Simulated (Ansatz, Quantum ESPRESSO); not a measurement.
**RbTaTe3 (Pm-3m): zone-centre phonons**

Aim: the zone-centre modes of RbTaTe3 (Pm-3m).

Program: Quantum ESPRESSO 8.0 development, patched. Level of theory: DFT LDA, scalar-relativistic, plane waves, PseudoDojo norm-conserving pseudopotentials. Results are calculated unless marked as measured.

The structure was built from a prototype and need not be the compound's stable phase.

### 1. The structure

Symmetry: Pm-3m, No. 221, cubic system. The conventional cell has a = 5.529 Å, b = 5.529 Å, c = 5.529 Å, α = 90.00°, β = 90.00°, γ = 90.00°. Nearest to Rb lie 12 Te at 3.91 Å. Nearest to Ta lie 6 Te at 2.76 Å. Te has 2 Ta at 2.76 Å and 4 Rb at 3.91 Å nearest. Farther neighbours and most contacts between anions are not listed.

Coordinates:

```
Rb Ta Te
1.0
     5.52900    0.00000    0.00000
     0.00000    5.52900    0.00000
     0.00000    0.00000    5.52900
Rb Ta Te
1 1 3
Cartesian
  0.0000 0.0000 0.0000
  2.7645 2.7645 2.7645
  2.7645 2.7645 0.0000
  2.7645 0.0000 2.7645
  0.0000 2.7645 2.7645
```

### 2. A first look

Before anything dear is run, a loose run with smearing shows whether this is a metal and how far the cell is from rest.

probe.in

```
&CONTROL
  calculation = 'scf'
  prefix      = 'x'
  outdir      = './tmp'
  pseudo_dir  = './pseudo'
  tprnfor     = .true.
  tstress     = .true.
  verbosity   = 'high'
/
&SYSTEM
  ibrav       = 1
  celldm(1)   = 10.44829574
  nat         = 5
  ntyp        = 3
  ecutwfc     = 82.0
  occupations = 'smearing'
  smearing    = 'gaussian'
  degauss     = 0.01
/
&ELECTRONS
  conv_thr         = 1.0d-07
  mixing_beta      = 0.7
  electron_maxstep = 100
/
ATOMIC_SPECIES
 Rb     85.4678  Rb.upf
 Ta    180.9479  Ta.upf
 Te    127.6000  Te.upf
ATOMIC_POSITIONS crystal
 Rb     0.000000000   0.000000000   0.000000000
 Ta     0.500000000   0.500000000   0.500000000
 Te     0.500000000   0.500000000   0.000000000
 Te     0.500000000   0.000000000   0.500000000
 Te     0.000000000   0.500000000   0.500000000
K_POINTS automatic
 4 4 4 0 0 0
```

Command:

```sh
$ OMP_NUM_THREADS=1 mpirun -n 4 pw.x -nk 4 -in probe.in > probe.out
```

The program printed:

```text
[banners, grids, parts of the stress and lines that vanish by symmetry left out]
Program PWSCF v.8.0dev
     bravais-lattice index     =            1
     lattice parameter (alat)  =      10.4483  a.u.
[...]
kinetic-energy cutoff     =      82.0000  Ry
     charge density cutoff     =     328.0000  Ry
     scf convergence threshold =      1.0E-07
[...]
Exchange-correlation= SLA-PW-NOGX-NOGC
                           (   1   4   0   0   0   0   0)
[...]
48 Sym. Ops., with inversion, found
[...]
(     0          1          0      )
                  (     0          0          1      )
[...]
(  0.0000000  1.0000000  0.0000000 )
                  (  0.0000000  0.0000000  1.0000000 )
[...]
(     0         -1          0      )
                  (     0          0          1      )
[...]
number of k points=    10  Gaussian smearing, width (Ry)=  0.0100
[...]
c_bands: 1 eigenvalues not converged on the other pools
[...]
End of self-consistent calculation
[...]
the Fermi energy is     8.1706 ev
!    total energy              =    -812.46133540 Ry
[...]
convergence has been achieved in   8 iterations
[...]
atom    1 type  1   force =     0.00000000    0.00000000    0.00000000
     atom    2 type  2   force =     0.00000000    0.00000000    0.00000000
     atom    3 type  3   force =     0.00000000    0.00000000    0.00000000
     atom    4 type  3   force =     0.00000000    0.00000000    0.00000000
     atom    5 type  3   force =     0.00000000    0.00000000    0.00000000
[...]
Total force =     0.000000     Total SCF correction =     0.000000
[...]
total   stress  (Ry/bohr**3)                   (kbar)     P=      -35.57
[...]
XML data file, charge density, pseudopotentials, collected wavefunctions

   JOB DONE.
```

Run time: 29 s. Hardware: 4 MPI ranks of Arm Neoverse V1, shared host.

Numbers from this step:

| Item | Value |
| --- | --- |
| volume per atom | 33.80 Å³ |
| pressure | -3.557 GPa |
| gap on the k-mesh | 0 eV |

No gap opens on this mesh, so smearing is kept; the start stands at -3.6 GPa.

### 3. Relaxation

The relaxation runs at a cutoff a fifth above that of the response, since stress converges more slowly with the basis than frequencies do. Forces and stress are brought to rest with tight thresholds.

relax.in

```
&CONTROL
  calculation   = 'vc-relax'
  prefix        = 'x'
  outdir        = './tmp'
  pseudo_dir    = './pseudo'
  tprnfor       = .true.
  tstress       = .true.
  forc_conv_thr = 2.0d-05
  etot_conv_thr = 1.0d-07
  nstep         = 40
/
&SYSTEM
  ibrav       = 1
  celldm(1)   = 10.44829574
  nat         = 5
  ntyp        = 3
  ecutwfc     = 98
  occupations = 'smearing'
  smearing    = 'mv'
  degauss     = 0.02
/
&ELECTRONS
  conv_thr         = 1.0d-11
  mixing_beta      = 0.7
  electron_maxstep = 100
/
&IONS
/
&CELL
  press_conv_thr = 0.2
/
ATOMIC_SPECIES
 Rb     85.4678  Rb.upf
 Ta    180.9479  Ta.upf
 Te    127.6000  Te.upf
ATOMIC_POSITIONS crystal
 Rb     0.000000000   0.000000000   0.000000000
 Ta     0.500000000   0.500000000   0.500000000
 Te     0.500000000   0.500000000   0.000000000
 Te     0.500000000   0.000000000   0.500000000
 Te     0.000000000   0.500000000   0.500000000
K_POINTS automatic
 6 6 6 0 0 0
```

Command:

```sh
$ OMP_NUM_THREADS=1 mpirun -n 4 pw.x -nk 4 -in relax.in > relax.out
```

The program printed:

```text
[banners, grids, parts of the stress and lines that vanish by symmetry left out]
[banner, memory and clock lines left out]
Program PWSCF v.8.0dev

[...]
kinetic-energy cutoff     =      98.0000  Ry
     charge density cutoff     =     392.0000  Ry
     scf convergence threshold =      1.0E-11
[...]
energy convergence thresh.=      1.0E-07
     force convergence thresh. =      2.0E-05
     press convergence thresh. =      2.0E-01
     Exchange-correlation= SLA-PW-NOGX-NOGC
                           (   1   4   0   0   0   0   0)
[...]
48 Sym. Ops., with inversion, found
[...]
number of k points=    20  Marzari-Vanderbilt smearing, width (Ry)=  0.0200
[...]
End of self-consistent calculation
[...]
the Fermi energy is     8.1875 ev
!    total energy              =    -812.45301320 Ry
[...]
convergence has been achieved in  11 iterations
[...]
atom    1 type  1   force =     0.00000000    0.00000000    0.00000000
     atom    2 type  2   force =     0.00000000    0.00000000    0.00000000
     atom    3 type  3   force =     0.00000000    0.00000000    0.00000000
     atom    4 type  3   force =     0.00000000    0.00000000    0.00000000
     atom    5 type  3   force =     0.00000000    0.00000000    0.00000000
     Total force =     0.000000     Total SCF correction =     0.000000
[...]
total   stress  (Ry/bohr**3)                   (kbar)     P=      -32.88
[...]
number of bfgs steps    =   0
[...]
CELL_PARAMETERS (alat= 10.44829574)
[...]
ATOMIC_POSITIONS (crystal)
Rb               0.0000000000        0.0000000000        0.0000000000
Ta               0.5000000000        0.5000000000        0.5000000000
Te               0.5000000000        0.5000000000        0.0000000000
Te               0.5000000000        0.0000000000        0.5000000000
[...]
New effective cutoffs (rho, wfc):  396.06   99.10
[...]
End of self-consistent calculation
[...]
the Fermi energy is     8.4144 ev
!    total energy              =    -812.45678382 Ry
[...]
convergence has been achieved in  10 iterations
[...]
atom    1 type  1   force =     0.00000000    0.00000000    0.00000000
     atom    2 type  2   force =     0.00000000    0.00000000    0.00000000
     atom    3 type  3   force =     0.00000000    0.00000000    0.00000000
     atom    4 type  3   force =     0.00000000    0.00000000    0.00000000
     atom    5 type  3   force =     0.00000000    0.00000000    0.00000000
     Total force =     0.000000     Total SCF correction =     0.000000
[...]
total   stress  (Ry/bohr**3)                   (kbar)     P=      -25.34
[...]
number of bfgs steps    =   1
[...]
CELL_PARAMETERS (alat= 10.44829574)
[...]
ATOMIC_POSITIONS (crystal)
[...]
New effective cutoffs (rho, wfc):  402.82  100.79
[...]
End of self-consistent calculation
[...]
the Fermi energy is     8.7640 ev
!    total energy              =    -812.46045271 Ry
[...]
convergence has been achieved in  10 iterations
[...]
atom    1 type  1   force =     0.00000000    0.00000000    0.00000000
     atom    2 type  2   force =     0.00000000    0.00000000    0.00000000
     atom    3 type  3   force =     0.00000000    0.00000000    0.00000000
     atom    4 type  3   force =     0.00000000    0.00000000    0.00000000
[...]
Total force =     0.000000     Total SCF correction =     0.000000
[...]
total   stress  (Ry/bohr**3)                   (kbar)     P=      -12.73
[...]
number of bfgs steps    =   2
[...]
CELL_PARAMETERS (alat= 10.44829574)
[...]
ATOMIC_POSITIONS (crystal)
[...]
New effective cutoffs (rho, wfc):  409.59  102.48
[...]
End of self-consistent calculation
[...]
the Fermi energy is     9.1163 ev
!    total energy              =    -812.46153752 Ry
[...]
convergence has been achieved in  10 iterations
[...]
Total force =     0.000000     Total SCF correction =     0.000000
[...]
total   stress  (Ry/bohr**3)                   (kbar)     P=        1.24
[...]
number of bfgs steps    =   3
[...]
CELL_PARAMETERS (alat= 10.44829574)
[...]
ATOMIC_POSITIONS (crystal)
[...]
New effective cutoffs (rho, wfc):  409.00  102.33
[...]
End of self-consistent calculation
[...]
the Fermi energy is     9.0851 ev
!    total energy              =    -812.46154689 Ry
[...]
convergence has been achieved in   9 iterations
[...]
Total force =     0.000000     Total SCF correction =     0.000000
[...]
total   stress  (Ry/bohr**3)                   (kbar)     P=       -0.05
[...]
number of bfgs steps    =   4
[...]
CELL_PARAMETERS (alat= 10.44829574)
[...]
ATOMIC_POSITIONS (crystal)
[...]
New effective cutoffs (rho, wfc):  409.02  102.34
[...]
End of self-consistent calculation
[...]
the Fermi energy is     9.0864 ev
!    total energy              =    -812.46154691 Ry
[...]
convergence has been achieved in   7 iterations
[...]
atom    3 type  3   force =     0.00000000    0.00000000    0.00000000
     atom    4 type  3   force =     0.00000000    0.00000000    0.00000000
     atom    5 type  3   force =     0.00000000    0.00000000    0.00000000
     Total force =     0.000000     Total SCF correction =     0.000000
[...]
total   stress  (Ry/bohr**3)                   (kbar)     P=        0.00
[...]
bfgs converged in   6 scf cycles and   5 bfgs steps
[...]
End of BFGS Geometry Optimization
     Final enthalpy           =    -812.4615469080 Ry
     File ./tmp/x.bfgs deleted, as requested
[...]
CELL_PARAMETERS (alat= 10.44829574)
[...]
ATOMIC_POSITIONS (crystal)
[...]
Te               0.5000000000        0.0000000000        0.5000000000
Te               0.0000000000        0.5000000000        0.5000000000
[...]
Final scf calculation at the relaxed structure.
[...]
kinetic-energy cutoff     =      98.0000  Ry
     charge density cutoff     =     392.0000  Ry
     scf convergence threshold =      1.0E-13
[...]
press convergence thresh. =      2.0E-01
     Exchange-correlation= SLA-PW-NOGX-NOGC
                           (   1   4   0   0   0   0   0)
[...]
48 Sym. Ops., with inversion, found
[...]
number of k points=    20  Marzari-Vanderbilt smearing, width (Ry)=  0.0200
[...]
c_bands: 1 eigenvalues not converged on the other pools
[...]
End of self-consistent calculation
[...]
the Fermi energy is     9.0864 ev
!    total energy              =    -812.46146927 Ry
[...]
convergence has been achieved in  12 iterations
[...]
atom    1 type  1   force =     0.00000000    0.00000000    0.00000000
     atom    2 type  2   force =     0.00000000    0.00000000    0.00000000
     atom    3 type  3   force =     0.00000000    0.00000000    0.00000000
     atom    4 type  3   force =     0.00000000    0.00000000    0.00000000
     atom    5 type  3   force =     0.00000000    0.00000000    0.00000000
     Total force =     0.000000     Total SCF correction =     0.000000
[...]
total   stress  (Ry/bohr**3)                   (kbar)     P=        0.05
[...]
XML data file, charge density, pseudopotentials, collected wavefunctions
```

Wall time 9.8 min (4 MPI ranks); 39 min of CPU time.

Step by step:

| step | energy less that of the first step (eV) | largest force (eV/Å) | pressure (GPa) | volume (Å³) |
| --- | --- | --- | --- | --- |
| 1 | 0.0000 | 0.0000 | -3.29 | 169.02 |
| 2 | -0.0513 | 0.0000 | -2.53 | 166.20 |
| 3 | -0.1012 | 0.0000 | -1.27 | 162.04 |
| 4 | -0.1160 | 0.0000 | 0.12 | 158.04 |
| 5 | -0.1161 | 0.0000 | -0.01 | 158.38 |
| 6 | -0.1161 | 0.0000 | 0.00 | 158.37 |
| 7 | -0.1151 | 0.0000 | 0.01 | 158.37 |

| conventional cell, symmetrised | before | after | change |
| --- | --- | --- | --- |
| a (Å) | 5.529 | 5.410 | -2.1 % |
| b (Å) | 5.529 | 5.410 | -2.1 % |
| c (Å) | 5.529 | 5.410 | -2.1 % |
| volume (Å³/atom) | 33.80 | 31.67 | -6.3 % |

The relaxed structure:

```
CELL_PARAMETERS angstrom
5.41031 0.00000 0.00000
0.00000 5.41031 0.00000
0.00000 0.00000 5.41031
ATOMIC_POSITIONS crystal
Rb 0.00000 0.00000 0.00000
Ta 0.50000 0.50000 0.50000
Te 0.50000 0.50000 0.00000
Te 0.50000 0.00000 0.50000
Te 0.00000 0.50000 0.50000
```

The last row of the table of steps is pw.x's closing run on a basis chosen anew for the final cell, so its energy can jump.

Numbers from this step:

```
volume per atom : 31.67 Å³
pressure        : 0.005 GPa
```

The volume changes by -6.3 % from the cell with which this run began.

### 4. Ground state

The response is built on this ground state, so it is converged far tighter than an energy would need. Smearing stays on, as the first look found no gap above 0.3 eV.

scf.in

```
&CONTROL
  calculation = 'scf'
  prefix      = 'x'
  outdir      = './tmp'
  pseudo_dir  = './pseudo'
  tprnfor     = .true.
  tstress     = .true.
/
&SYSTEM
  ibrav       = 1
  celldm(1)   = 10.22400774
  nat         = 5
  ntyp        = 3
  ecutwfc     = 82.0
  occupations = 'smearing'
  smearing    = 'mv'
  degauss     = 0.02
/
&ELECTRONS
  conv_thr         = 1.0d-12
  mixing_beta      = 0.7
  electron_maxstep = 100
/
ATOMIC_SPECIES
 Rb     85.4678  Rb.upf
 Ta    180.9479  Ta.upf
 Te    127.6000  Te.upf
ATOMIC_POSITIONS crystal
 Rb     0.000000000   0.000000000   0.000000000
 Ta     0.500000000   0.500000000   0.500000000
 Te     0.500000000   0.500000000   0.000000000
 Te     0.500000000   0.000000000   0.500000000
 Te     0.000000000   0.500000000   0.500000000
K_POINTS automatic
 6 6 6 0 0 0
```

Command:

```sh
$ OMP_NUM_THREADS=1 mpirun -n 4 pw.x -nk 4 -in scf.in > scf.out
```

The program printed:

```text
[banners, grids, parts of the stress and lines that vanish by symmetry left out]
[banner, memory and clock lines left out]
Program PWSCF v.8.0dev

[...]
kinetic-energy cutoff     =      82.0000  Ry
     charge density cutoff     =     328.0000  Ry
     scf convergence threshold =      1.0E-12
[...]
Exchange-correlation= SLA-PW-NOGX-NOGC
                           (   1   4   0   0   0   0   0)
[...]
48 Sym. Ops., with inversion, found
[...]
number of k points=    20  Marzari-Vanderbilt smearing, width (Ry)=  0.0200
[...]
c_bands: 1 eigenvalues not converged on the other pools
[...]
End of self-consistent calculation
[...]
the Fermi energy is     9.0865 ev
!    total energy              =    -812.46126620 Ry
[...]
convergence has been achieved in  12 iterations
[...]
atom    1 type  1   force =     0.00000000    0.00000000    0.00000000
     atom    2 type  2   force =     0.00000000    0.00000000    0.00000000
     atom    3 type  3   force =     0.00000000    0.00000000    0.00000000
     atom    4 type  3   force =     0.00000000    0.00000000    0.00000000
     atom    5 type  3   force =     0.00000000    0.00000000    0.00000000
     Total force =     0.000000     Total SCF correction =     0.000000
[...]
total   stress  (Ry/bohr**3)                   (kbar)     P=        0.03
[...]
XML data file, charge density, pseudopotentials, collected wavefunctions
```

Elapsed: 62 s, on 4 MPI ranks.

Read from the output:

```
pressure : 0.003000 GPa
```

The cell stands at 0.0030 GPa, close enough for phonons.

(Continued in part 2 of 3.)

[Host names and launcher messages were left out of these logs when they were recorded.]

[Logs are printed without paths, hosts, clocks, repeated set-up lines and the standing remarks that a program may print on its own settings, such as how far it seeks lower states.]

[Hosts, paths, dates, database ids (printed as entryN), source tags and the programs' standing remarks are cut or masked in the printed files.]
